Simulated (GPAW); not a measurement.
Consider TiO2 (Anatase, I4_1/amd).

```cif
data_structure
_symmetry_space_group_name_H-M 'P 1'
_symmetry_Int_Tables_number 1
_cell_length_a 5.4582
_cell_length_b 5.4582
_cell_length_c 5.4582
_cell_angle_alpha 139.435
_cell_angle_beta 139.435
_cell_angle_gamma 58.713
_cell_volume 68.13
loop_
_atom_site_label
_atom_site_type_symbol
_atom_site_fract_x
_atom_site_fract_y
_atom_site_fract_z
_atom_site_occupancy
Ti1 Ti 0.75000 0.25000 0.50000 1
Ti2 Ti 0.00000 0.00000 0.00000 1
O3 O 0.79190 0.79190 0.00000 1
O4 O 0.54190 0.04190 0.50000 1
O5 O 0.95810 0.45810 0.50000 1
O6 O 0.20810 0.20810 0.00000 1
```

Absorber: atom 3, with 2 Ti at 1.93 Å and 1 Ti at 1.98 Å (distorted T-shaped, site symmetry 2mm). Method: GPAW, PBE, full core hole (charged cell), 12-atom cell with 5.4 Å between holes, 5×4×5 k points, dipole transitions, Gaussian full width 0.9 eV up to 4 eV, rising linearly to 3.5 eV at 25 eV.

Predict the near-edge structure at the O K edge.

Main maxima up to 24 eV above the zero (height): 1.3 eV (2.00), 3.7 eV (2.16), 9.7 eV (1.06), 15.0 eV (1.87) and 21.9 eV (0.96). A K edge sees empty p states; the first features are O p mixed into the empty d states of the Ti neighbours, and the broad ones above probably into the cations' higher empty bands. Ti is d⁰ and octahedral here, so the pair, 2.4 eV apart, is its t₂g and e_g bands. The total-energy difference plus the lowest empty eigenvalue puts the zero at 537.78 eV. One term is added: -8.91 eV, since the hole is spin-paired here and a spin-polarised one costs that much less in the free atom (computed apart). The photon energy is then 528.87 eV. The functional and the charged cell's background leave an error of a few eV in such absolute values.

The O K spectrum (energy from the lowest empty level; intensity scaled to a mean of 1 over the first 20 eV; polarised curves are means over the symmetry-equivalent atoms):

```
E (eV)  isotropic  ε ⊥ c  ε ∥ c
 -2.00       0.00   0.00   0.00
 -1.25       0.00   0.00   0.00
 -0.50       0.00   0.00   0.00
  0.25       0.24   0.30   0.13
  1.00       1.75   2.02   1.23
  1.75       1.33   1.64   0.72
  2.50       0.53   0.63   0.33
  3.25       1.74   1.38   2.45
  4.00       2.08   1.64   2.97
  4.75       1.29   1.14   1.59
  5.50       0.28   0.30   0.26
  6.25       0.09   0.08   0.13
  7.00       0.20   0.18   0.24
  7.75       0.42   0.41   0.44
  8.50       0.74   0.73   0.75
  9.25       1.01   0.95   1.12
 10.00       1.05   0.95   1.24
 10.75       0.92   0.86   1.03
 11.50       0.79   0.82   0.72
 12.25       0.85   0.95   0.66
 13.00       1.09   1.28   0.73
 13.75       1.45   1.71   0.92
 14.50       1.79   2.01   1.34
 15.25       1.85   1.91   1.74
 16.00       1.56   1.46   1.76
 16.75       1.10   0.96   1.39
 17.50       0.73   0.63   0.95
 18.25       0.57   0.52   0.68
 19.00       0.58   0.56   0.62
 19.75       0.69   0.68   0.71
 20.50       0.82   0.80   0.86
 21.25       0.92   0.90   0.98
 22.00       0.96   0.94   1.00
 22.75       0.92   0.92   0.91
 23.50       0.85   0.88   0.79
 24.25       0.77   0.81   0.69
 25.00       0.70   0.73   0.64
 25.75       0.63   0.64   0.61
 26.50       0.58   0.57   0.61
 27.25       0.57   0.55   0.62
 28.00       0.60   0.57   0.65
 28.75       0.65   0.61   0.72
 29.50       0.71   0.65   0.82
 30.25       0.77   0.69   0.94
 31.00       0.84   0.73   1.06
 31.75       0.92   0.79   1.17
```

The holes are only 5.4 Å apart, so the shape is probably not converged with cell size; no larger cell was run here. The mesh is coarse (0.29 Å⁻¹ between points), so small maxima may be mesh ripples. Lifetime broadening is put in by hand, and intensities beyond about 20 eV depend on it and on the partial waves. The structure is a published determination, not relaxed.

[Banner, clock and machine lines of the logs are left out without a mark of their own.]

[Logs are printed without paths, hosts, clocks, repeated set-up lines and the standing remarks that a program may print on its own settings, such as how far it seeks lower states.]

[Hosts, paths, dates, database ids (printed as entryN), source tags and the programs' standing remarks are cut or masked in the printed files.]

[Lists of maxima count a maximum above −3 eV only where it reaches 4 % of the highest in the window and stands out from its surroundings by 2 % of it (1.5 % where it reaches 55 %); shoulders and weaker maxima are passed over, and of the rest the first, up to two pre-edge ones and the few strongest are named.]
